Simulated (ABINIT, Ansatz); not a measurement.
An input for ABINIT 10.8.3 (ZnWO4 (P2/c)):

```
acell 3*1.0 Angstrom
rprim 
  4.698600000000 0.000000000000 0.000000000000
  0.000000000000 5.729300000000 0.000000000000
  -0.052988409000 0.000000000000 4.936415614400
ntypat 3
znucl 30 74 8
natom 12
typat 1 1 2 2 3 3 3 3 3 3 3 3
xred 
  0.500000000000 0.684000000000 0.250000000000
  0.500000000000 0.316000000000 0.750000000000
  0.000000000000 0.182580000000 0.250000000000
  0.000000000000 0.817420000000 0.750000000000
  0.216900000000 0.105100000000 0.936300000000
  0.783100000000 0.105100000000 0.563700000000
  0.783100000000 0.894900000000 0.063700000000
  0.216900000000 0.894900000000 0.436300000000
  0.256500000000 0.377700000000 0.399600000000
  0.743500000000 0.377700000000 0.100400000000
  0.743500000000 0.622300000000 0.600400000000
  0.256500000000 0.622300000000 0.899600000000
pp_dirpath "pseudos"
pseudos "Zn.upf, W.upf, O.upf"
ecut 36
ngkpt 2 2 2
nshiftk 1
shiftk 0 0 0
kptopt 1
chksymbreak 0
istwfk *1
occopt 1
irdwfk 1
optdriver 4
nband 219
gwcalctyp 0
ecutsigx 36
symsigma 1
nkptgw 2
kptgw 
  0.0000000000 0.5000000000 0.0000000000
  0.0000000000 0.0000000000 0.0000000000
bdgw 
  57 60
  57 60
ecuteps 5.2
irdscr 1
ppmodel 1
indata_prefix "in"
outdata_prefix "out"
tmpdata_prefix "tmp"
```

```sh
OMP_NUM_THREADS=1 mpirun -n 16 abinit run.abi > log
```

Q: How long will it take on 16 MPI ranks of Arm Neoverse N1, shared host, and how much memory?

It took 27 s; on shared hardware allow 14 s to 55 s. Peak host memory was 5.4 GiB.

[Paths, hosts, dates, memory and timing lines, banners, echoed tables and standing remarks are left out of the program output.]

[Logs are printed without paths, hosts, clocks, repeated set-up lines and the standing remarks that a program may print on its own settings, such as how far it seeks lower states.]

[Runs of the session that timed out or met a known fault of the program may be left out.]

[Hosts, paths, dates, database ids (printed as entryN), source tags and the programs' standing remarks are cut or masked in the printed files.]

[G0W0 gaps are taken among the corrected bands and points alone; a level outside them can change the order at an edge.]

[Where Ansatz stands beside ABINIT at settings called matched, ABINIT's density can come from a denser mesh and the files from another edition; pairs whose starting gaps differed by over 0.03 eV were left out, so agreement reads better than it is.]
